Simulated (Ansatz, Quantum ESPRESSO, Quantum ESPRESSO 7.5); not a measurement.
**Band edges of 1T-HfO2, 1 layer under strain**

Wanted: deformation of the bands of 1T-HfO2, 1 layer, driven from Python.

Method: plane-wave DFT, PBE, GBRV ultrasoft pseudopotentials (geometry by Ansatz 0.2.0 with PAW datasets; geometry under PBE), in Quantum ESPRESSO 7.5.

## (1) Starting point

The cell holds 3 atoms: 2 O and 1 Hf. Its edges and angles: a = 3.240 Å, b = 3.240 Å, c = 17.519 Å, α = 90.0°, β = 90.0°, γ = 120.0°. It derives from HfO2. Vacuum lies along c.

This sheet is a model structure: its symmetry is held, and its stability is not tested here.

## (2) Geometry from Ansatz

A relaxation in Ansatz fixes the structure of this slab for the runs on it.

The input, input.yaml:

```yaml
crystal:
  lattice:
    - [3.24, 0.0, 0.0]
    - [-1.62, 2.8059223083, 0.0]
    - [0.0, 0.0, 17.5185908759]
  atoms:
    - { symbol: O, position: [0.6666666667, 0.3333333333, 0.428116625] }
    - { symbol: Hf, position: [0.0, 0.0, 0.5] }
    - { symbol: O, position: [0.3333333333, 0.6666666667, 0.571883375] }
kpoints:
  mp_grid: { grid: [12, 12, 1] }
hamiltonian:
  xc: pbe
scf:
  occupations: { method: fermi_dirac, width: 0.05 }
  convergence: { dr2_threshold: 1.0e-08 }
efield:
  axis: 3
  dipole_correction: true
  ramp_position: 0.97
  ramp_width: 0.04
relax:
  f_tol: 0.01
  cell: { fix: [c, alpha, beta] }
output:
  write_potential: true
  write_density: true
  volumetric_format: npy
```

Launch:

```console
$ ansatz run input.yaml --threads 2 --pin off --max-ram 4096MiB --backend cpu --events-out ev --progress --plain --runs-dir out
```

Numbers of over 12 decimals in the logs are rounded to 6 here.

What it wrote:

```text
Warning: relax.cell: scf.convergence.dr2_threshold = 1e-8 eV is looser than the 3e-10 eV advised for a relaxation that steers and ends on the stress (1e-10 eV for each atom of the cell: 3). What an SCF threshold leaves in a stress goes as its square root, and in the free energy as the threshold itself, and one threshold admits the most on a small cell: [figures from the program's tests cut] Set scf.convergence.dr2_threshold to 3e-10 eV or tighter. The threshold is an SCF's pass mark: one that does not reach it within its budget of iterations ends unconverged, or closes short of it on a stop that the run arms, and scf.convergence.dr2_threshold's page says what that costs each kind of run
Engine: ansatz 0.2.0, aarch64-unknown-linux-gnu
Pseudopotentials: kind: paw
Pseudopotential: O, paw, valence charge 6, recommended cutoff 420 eV (normal), O.paw.azcp
Pseudopotential: Hf, paw, valence charge 26, recommended cutoff 420 eV (normal), Hf.paw.azcp
Functional definition: PBE
  parameter kappa = 0.804
  parameter beta = 0.066725
  exchange = pbe_x(kappa = kappa, mu = beta*pi^2/3)
  correlation = pbe_c(beta = beta)
Crystal: 3 atoms, lattice volume = 159.265 Å³
Basis set: ecut = 420 eV, 3179 PW (Γ), exchange–correlation on 48×48×240 points (8 copies of the dense FFT grid, shifted against one another)
Bands: 23, of which v1, the nominal top of the filled ones, is band 19 counted from 1 (18 counted from 0)
Symmetry: 6 space group operations
k-points: 19 of 144 (time reversal used)
Non-local potential: O, projectors of the file, l = 0: 2, l = 1: 2, l = 2: 1
Non-local potential: Hf, projectors of the file, l = 0: 3, l = 1: 2, l = 2: 2, l = 3: 3
PAW form: soft (Blöchl's): semilocal exchange-correlation on the pseudo side does not see the compensation charge
PAW one-centre angular grid: O, 110 points (default); XC on 64 Gauss nodes
PAW one-centre angular grid: Hf, 590 points (default); XC on 64 Gauss nodes
Initial density: superposition of atomic densities (neutral atoms: chi_scale 0, normalization atom), corrected by the library's trained network
Initial wavefunctions: pseudopotential atomic-orbital guess
Functional: x = pbe(κ = 0.804, μ = 0.219515), c = pbe(β = 0.066725)
SCF iter   1: F=—  HF=-16859.761162 eV  |F-HF|=—  |Δ(HF+E_count)|=         —  Δρ=2.46e-3  dr2=1.27e-2  ethr=1.77e-3  p=0.000 e·Å  D=6.41e-5 V/Å  ΔV_dip=-0.00 eV  dr2_dipole=1.01e-8  V_vac-E_F(+/−)=7.03/7.03 eV  ⟨swp⟩=7.1  Hψ=2139  notcnv=0
efield: sawtooth ramp at fractional position 0.9700 (set: `efield.ramp_position`, or a place that a band, a saddle search or an elastic batch's reference lends), width 0.0400; the density the first Hamiltonian is built on has a dipole p = 0.000 e·Å; the dipole correction subtracts the counter field D = 6.41e-5 V/Å, which shifts the + side's vacuum level by -0.00 eV against the − side's; the planar-averaged density in the ramp window peaks in size at 6.1e-6 e/Å³
preconditioner: auto → none  [insulator: Δε(μ)=3.186 eV  Ē_g=17.059 eV  σ=0.050 eV  W_gap=1.00  n_scr=10 (ndim 8)  ℏωp=17.7 eV  f_vac=0.718  D(μ)=0.00/eV (n_scr^D=0)  ε∞_Penn≈2.1]
SCF iter   2: F=—  HF=-16859.763779 eV  |F-HF|=—  |Δ(HF+E_count)|=   2.62e-3  Δρ=2.97e-3  dr2=1.58e-2  ethr=3.34e-5  p=-0.000 e·Å  D=-1.17e-5 V/Å  ΔV_dip=0.00 eV  dr2_dipole=3.30e-8  V_vac-E_F(+/−)=7.07/7.07 eV  ⟨swp⟩=2.1  Hψ=997  notcnv=0
SCF iter   3: F=—  HF=-16859.760966 eV  |F-HF|=—  |Δ(HF+E_count)|=   2.81e-3  Δρ=6.49e-4  dr2=6.50e-4  ethr=3.34e-5  p=0.000 e·Å  D=5.61e-5 V/Å  ΔV_dip=-0.00 eV  dr2_dipole=3.91e-8  V_vac-E_F(+/−)=7.10/7.10 eV  ⟨swp⟩=2.0  Hψ=780  notcnv=0
SCF iter   4: F=—  HF=-16859.761366 eV  |F-HF|=—  |Δ(HF+E_count)|=   4.00e-4  Δρ=1.20e-4  dr2=1.80e-5  ethr=1.71e-6  p=-0.000 e·Å  D=-1.46e-4 V/Å  ΔV_dip=0.00 eV  dr2_dipole=6.35e-7  V_vac-E_F(+/−)=7.15/7.15 eV  ⟨swp⟩=2.9  Hψ=829  notcnv=0
SCF iter   5: F=—  HF=-16859.761520 eV  |F-HF|=—  |Δ(HF+E_count)|=   1.54e-4  Δρ=1.39e-4  dr2=6.03e-5  ethr=4.75e-8  p=0.000 e·Å  D=5.66e-4 V/Å  ΔV_dip=-0.01 eV  dr2_dipole=8.75e-6  V_vac-E_F(+/−)=7.16/7.17 eV  ⟨swp⟩=3.0  Hψ=867  notcnv=0
SCF iter   6: F=—  HF=-16859.761527 eV  |F-HF|=—  |Δ(HF+E_count)|=   6.55e-6  Δρ=1.01e-4  dr2=3.25e-5  ethr=4.75e-8  p=-0.000 e·Å  D=-4.12e-4 V/Å  ΔV_dip=0.01 eV  dr2_dipole=4.74e-6  V_vac-E_F(+/−)=7.17/7.16 eV  ⟨swp⟩=2.4  Hψ=746  notcnv=0
SCF iter   7: F=—  HF=-16859.761525 eV  |F-HF|=—  |Δ(HF+E_count)|=   1.70e-6  Δρ=4.26e-5  dr2=5.69e-6  ethr=4.75e-8  p=-0.000 e·Å  D=-1.70e-4 V/Å  ΔV_dip=0.00 eV  dr2_dipole=8.29e-7  V_vac-E_F(+/−)=7.17/7.16 eV  ⟨swp⟩=2.0  Hψ=479  notcnv=0
SCF iter   8: F=—  HF=-16859.761465 eV  |F-HF|=—  |Δ(HF+E_count)|=   6.05e-5  Δρ=9.10e-6  dr2=2.58e-7  ethr=1.50e-8  p=-0.000 e·Å  D=-3.26e-5 V/Å  ΔV_dip=0.00 eV  dr2_dipole=3.69e-8  V_vac-E_F(+/−)=7.17/7.16 eV  ⟨swp⟩=2.0  Hψ=479  notcnv=0
SCF iter   9: F=-16859.761465 eV  HF=-16859.761465 eV  |F-HF|=1.82e-9  |Δ(HF+E_count)|=   1.84e-8  Δρ=7.27e-7  dr2=1.91e-9  ethr=2.63e-11  p=-0.000 e·Å  D=-1.84e-6 V/Å  ΔV_dip=0.00 eV  dr2_dipole=3.14e-10  V_vac-E_F(+/−)=7.17/7.17 eV  ⟨swp⟩=8.5  Hψ=3707  notcnv=0
SCF 1 converged in 9 iterations: F = -16859.761465 eV  dr2 = 1.91e-9
  greatest PAW one-centre occupation: 0.999 electrons in one spin orbital (limit 2), on the Hf atom at site 1 (counted from 0), in its partial waves of l = 0
relax step   1: F+E_penalty+E_count = -16859.76146452 eV  Δ(F+E_penalty+E_count) = +0.000e0 eV  max|allowed force component| = 4.042e0 eV/Å  Δτ_max = 0.0000 Å  P = -6.062 GPa  Ω = 159.265 Å³  fix = [c, alpha, beta]  reactions: c -10.239 GPa  (9 SCF iters, accepted)
Crystal: 3 atoms, lattice volume = 158.696 Å³
Basis set: ecut = 420 eV, 3155 PW (Γ), exchange–correlation on 48×48×240 points (8 copies of the dense FFT grid, shifted against one another)
Initial density: handed on by an earlier stage of this run
Initial wavefunctions: those handed on with the density
iter 1 solved again at ethr=1.31e-3 eV; its pass at ethr=3.10e-3 eV (dr2=4.96e-1 eV) is discarded
SCF iter   1: F=—  HF=-16861.064597 eV  |F-HF|=—  |Δ(HF+E_count)|=         —  Δρ=1.68e-2  dr2=4.99e-1  ethr=1.31e-3  p=-0.000 e·Å  D=-6.39e-6 V/Å  ΔV_dip=0.00 eV  dr2_dipole=1.82e-9  V_vac-E_F(+/−)=7.12/7.12 eV  ⟨swp⟩=1.1  Hψ=2683  notcnv=0
[...]
SCF iter   9: F=-16860.985351 eV  HF=-16860.985351 eV  |F-HF|=1.54e-9  |Δ(HF+E_count)|=   2.65e-8  Δρ=1.37e-6  dr2=2.90e-9  ethr=2.63e-11  p=0.000 e·Å  D=3.75e-6 V/Å  ΔV_dip=-0.00 eV  dr2_dipole=4.88e-11  V_vac-E_F(+/−)=5.32/5.32 eV  ⟨swp⟩=8.5  Hψ=3577  notcnv=0
SCF 3 converged in 9 iterations: F = -16860.985351 eV  dr2 = 2.90e-9
relax step   3: F+E_penalty+E_count = -16860.98535144 eV  Δ(F+E_penalty+E_count) = -1.177e-1 eV  max|allowed force component| = 3.603e-1 eV/Å  Δτ_max = 0.1070 Å  P = +1.027 GPa  Ω = 158.724 Å³  energy of the carried Pulay correction = +5.838e-4 eV  fix = [c, alpha, beta]  reactions: c +0.698 GPa  (9 SCF iters, accepted)
[...]
relax step   4: F+E_penalty+E_count = -16860.99350475 eV  Δ(F+E_penalty+E_count) = -8.153e-3 eV  max|allowed force component| = 2.871e-2 eV/Å  Δτ_max = 0.0124 Å  P = -0.152 GPa  Ω = 160.803 Å³  energy of the carried Pulay correction = -1.650e-3 eV  fix = [c, alpha, beta]  reactions: c -0.069 GPa  (8 SCF iters, accepted)
[...]
relax step   5: F+E_penalty+E_count = -16860.99417933 eV  Δ(F+E_penalty+E_count) = -6.746e-4 eV  max|allowed force component| = 1.836e-3 eV/Å  Δτ_max = 0.0003 Å  P = -0.008 GPa  Ω = 160.397 Å³  energy of the carried Pulay correction = -1.216e-3 eV  fix = [c, alpha, beta]  reactions: c -0.014 GPa  (7 SCF iters, accepted)
Initial wavefunctions: pseudopotential atomic-orbital guess (no wavefunctions were taken with the density)
iter 1 solved again at ethr=6.40e-7 eV; its pass at ethr=3.10e-3 eV (dr2=2.43e-4 eV) is discarded
SCF iter   1: F=—  HF=-16860.995172 eV  |F-HF|=—  |Δ(HF+E_count)|=         —  Δρ=4.84e-5  dr2=2.94e-7  ethr=6.40e-7  p=0.000 e·Å  D=2.92e-6 V/Å  ΔV_dip=-0.00 eV  dr2_dipole=5.86e-11  V_vac-E_F(+/−)=5.40/5.40 eV  ⟨swp⟩=4.0  Hψ=3418  notcnv=0
efield: sawtooth ramp at fractional position 0.9700 (set: `efield.ramp_position`, or a place that a band, a saddle search or an elastic batch's reference lends), width 0.0400; the density the first Hamiltonian is built on has a dipole p = 0.000 e·Å; the dipole correction subtracts the counter field D = 2.92e-6 V/Å, which shifts the + side's vacuum level by -0.00 eV against the − side's; the planar-averaged density in the ramp window peaks in size at 4.2e-7 e/Å³
eigensolver tolerance schedule: the retry pair's looser diagonalisation over-reported the residual by 826.32 of it (diagonalisation noise at 0.21 of the residual, at the tolerance the schedule requests for it); recorded, not acted on — ethr = c·dr2/N_el stays at c = 1.0e-1
preconditioner: auto → none  [insulator: Δε(μ)=4.833 eV  Ē_g=17.665 eV  σ=0.050 eV  W_gap=1.00  n_scr=10 (ndim 8)  ℏωp=17.6 eV  f_vac=0.740  D(μ)=0.00/eV (n_scr^D=0)  ε∞_Penn≈2.0]
SCF iter   2: F=—  HF=-16860.995373 eV  |F-HF|=—  |Δ(HF+E_count)|=   2.01e-4  Δρ=2.39e-5  dr2=1.24e-7  ethr=7.74e-10  p=-0.000 e·Å  D=-2.83e-6 V/Å  ΔV_dip=0.00 eV  dr2_dipole=1.77e-10  V_vac-E_F(+/−)=5.40/5.40 eV  ⟨swp⟩=3.1  Hψ=1109  notcnv=0
SCF iter   3: F=—  HF=-16860.995455 eV  |F-HF|=—  |Δ(HF+E_count)|=   8.17e-5  Δρ=1.19e-5  dr2=5.25e-8  ethr=3.27e-10  p=0.000 e·Å  D=8.03e-6 V/Å  ΔV_dip=-0.00 eV  dr2_dipole=7.42e-10  V_vac-E_F(+/−)=5.40/5.40 eV  ⟨swp⟩=2.4  Hψ=819  notcnv=0
SCF iter   4: F=—  HF=-16860.995492 eV  |F-HF|=—  |Δ(HF+E_count)|=   3.68e-5  Δρ=3.53e-6  dr2=1.91e-8  ethr=1.38e-10  p=-0.000 e·Å  D=-9.48e-6 V/Å  ΔV_dip=0.00 eV  dr2_dipole=1.43e-9  V_vac-E_F(+/−)=5.40/5.40 eV  ⟨swp⟩=3.0  Hψ=806  notcnv=0
SCF iter   5: F=-16860.995495 eV  HF=-16860.995494 eV  |F-HF|=1.21e-6  |Δ(HF+E_count)|=   1.96e-6  Δρ=1.46e-6  dr2=2.09e-9  ethr=2.63e-11  p=0.000 e·Å  D=3.59e-6 V/Å  ΔV_dip=-0.00 eV  dr2_dipole=1.13e-10  V_vac-E_F(+/−)=5.40/5.40 eV  ⟨swp⟩=13.5  Hψ=3588  notcnv=0
SCF 6 converged in 5 iterations: F = -16860.995495 eV  dr2 = 2.09e-9
relax step   6: F+E_penalty+E_count = -16860.99549495 eV  Δ(F+E_penalty+E_count) = -1.316e-3 eV  max|allowed force component| = 1.669e-3 eV/Å  Δτ_max = 0.0000 Å  P = +0.011 GPa  Ω = 160.397 Å³  fix = [c, alpha, beta]  reactions: c -0.005 GPa  stress off target by 1.93e-2 GPa on what of the cell is left free  SCF on the basis re-selected at this cell (its energy is not comparable with the rows above)  (5 SCF iters)
basis re-selected at this cell: Δ(F+E_penalty+E_count) = -1.316e-3 eV, ΔP = +0.019 GPa vs the last step (what re-selecting the basis moved, of the pressure what is left beyond the Pulay correction that the steps carried, after the strain that the cell walked since its last selection, with what the two solves' SCF thresholds leave and, on support functions, any second-order correction that the steps lacked; it is no m [...]
WARN: The output density's exchange-correlation potential varies sharply where the density is thin. Do not read a vacuum level from v_tot or v_xc, or from such a field of the output density. On a cell that repeats whose density bears no net charge and no dipole along the vacuum's axis use v_es (v_loc + v_h of the components); under efield.dipole_correction with no amplitude use v_es + v_field, which holds any externa [...]
SCF converged after 5 iterations
Free energy (F): -16860.995495 eV
Harris-Foulkes:  -16860.995494 eV  (|F-HF|=1.21e-6)
Internal energy: -16860.995495 eV  (E = F + TS)
E sigma→0 (E₀):  -16860.995495 eV
Fermi energy:    -0.741503 eV
Dipole field:    D = -0.000012 V/Å  (p = -0.000011 e·Å, saw-weighted, corrected)
Work function:   Φ+ = 5.4033 eV   Φ− = 5.4031 eV
Levels:          The Fermi level and band energies are counted from a zero that moves with the ramp; work functions are not
--- Per-component energies (eV) ---
  E_band       = -639.961966
  E_kinetic    = 769.714504
  E_local      = -36446.850928  (includes V_loc(G=0)·N_el)
  E_nonlocal   = -1147.120044
  E_hartree    = 17642.116616
  E_xc         = -446.950760
  E_vxc        = -453.558264  (∫ρ·V_xc dr)
  E_paw        = -7243.174693  (= ΣΔE_a)
  E_vpaw       = 1353.613158  (= ΣTr[D̂ρ^β])
  E_aug_tail   = 0.004921  (compensation charges beyond the density's cutoff)
  E_efield     = 0.000000  (sawtooth field / dipole correction)
  E_vefield    = 0.000082  (∫n·V_field dr)
  E_ewald      = 10011.264889
  E_smearing   = -0.000000  (= −TS)
  E_closure    = -0.000000  (closes the sum)
  Σ components = -16860.995495   (vs F -16860.995495, Δ=0.00e0)
--- Forces (eV/Å), atoms counted from 1 ---
  atom   1  O      0.00000000    -0.00000000     0.00167387
  atom   2  Hf    -0.00000000    -0.00000000    -0.00001941
  atom   3  O      0.00000000     0.00000000    -0.00164048
  max |Σ_I F_I| component: 1.40e-5 eV/Å
--- Stress (GPa, compression-positive) ---
        0.019290       0.000000       0.000000
        0.000000       0.019290       0.000000
        0.000000       0.000000      -0.004662
  P = ⅓ Tr σ = 0.0113 GPa (0.113 kbar)
--- Band table (eV; the first three rows and the last of 19) ---
  k-point 0: bands = [... 15 lower, -6.3843, -3.7672, -3.3922, -3.3922, 1.9496, 1.9496, 2.2951, 4.1378]
  k-point 1: bands = [... 15 lower, -6.3041, -3.7425, -3.6119, -3.4938, 1.9411, 2.1135, 2.5086, 4.1999]
  k-point 2: bands = [... 15 lower, -6.1030, -4.3468, -3.7358, -3.4232, 1.8837, 2.5310, 2.9406, 4.3369]
  k-point 18: bands = [... 15 lower, -6.0232, -4.2617, -4.2617, -3.8370, 1.8689, 3.2075, 3.2075, 6.7886]
--- Relaxed structure (5 steps of the walk, 5 accepted, 1 SCFs on fresh bases) ---
  F+E_penalty+E_count = -16860.99549495 eV   max|allowed force component| = 1.669e-3 eV/Å   (the final SCF, on the basis selected at the relaxed cell)
  cell:  # Å, volume = 160.3970 Å³
    - [3.251496, 4.254303918021581e-19, 0]
    - [-1.625748, 2.815878, 0]
    - [0, 0, 17.5185908759]
  atoms:
    - { symbol: O, position: [0.666667, 0.333333, 0.444623] }
    - { symbol: Hf, position: [0, 0, 0.500000] }
    - { symbol: O, position: [0.333333, 0.666667, 0.555377] }
```

Wall time 41 s (2 threads of Arm Neoverse N1, shared host); peak memory 0.4 GiB; 69 s of CPU time.

The steps of the relaxation:

```tsv
step	energy less that of the first step (eV)	largest force component (eV/Å)	pressure (GPa)	volume (Å³)
1	0.0000	4.0418	-6.06	159.26
2	-1.1062	1.4237	-1.91	158.70
3	-1.2239	0.3603	1.03	158.72
4	-1.2320	0.0287	-0.15	160.80
5	-1.2327	0.0018	-0.01	160.40
6*	-1.2340	0.0017	0.01	160.40
```

Relaxation steps marked * repeat the geometry before them on a plane-wave basis chosen anew for their cell, so energy and pressure can jump there.

Forces are held to the 6 operations that the run works with; a distortion that breaks them can't arise in this run.

```tsv
cell as run	before	after	change
a (Å)	3.240	3.251	+0.4 %
b (Å)	3.240	3.251	+0.4 %
```

The atoms that moved most (Å, along periodic axes as changes of fractional coordinates times the final cell, across vacuum about the mean position):

```tsv
atom	dx	dy	dz	length
O1	0.000	0.000	0.289	0.289
O3	0.000	0.000	-0.289	0.289
```

Final coordinates:

```xyz
3
Lattice="3.2515 0.0000 0.0000 -1.6257 2.8159 0.0000 0.0000 0.0000 17.5186" Properties=species:S:1:pos:R:3
O     1.6257    0.9386    7.7892
Hf    0.0000    0.0000    8.7593
O     0.0000    1.8773    9.7294
```

Read from the output:

```
free energy                                                      : -16860.9955 eV
Fermi energy                                                     : -0.7415 eV
gap by band count                                                : 4.833 eV
symmetry operations                                              : 6
dipole along the normal                                          : -1.10e-5 e·Å
vacuum level at the upper face over a Fermi level inside the gap : 5.403 eV
vacuum level at the lower face over a Fermi level inside the gap : 5.403 eV
```

(Continued in part 2 of 2.)

[Logs are printed without paths, hosts, clocks, repeated set-up lines and the standing remarks that a program may print on its own settings, such as how far it seeks lower states.]

[Hosts, paths, dates, database ids (printed as entryN), source tags and the programs' standing remarks are cut or masked in the printed files.]

[Maps of the electrostatic potential energy from Ansatz leave out the sawtooth potential of an applied field or a dipole correction, so their vacuum need not be flat; planar profiles and work functions include it.]
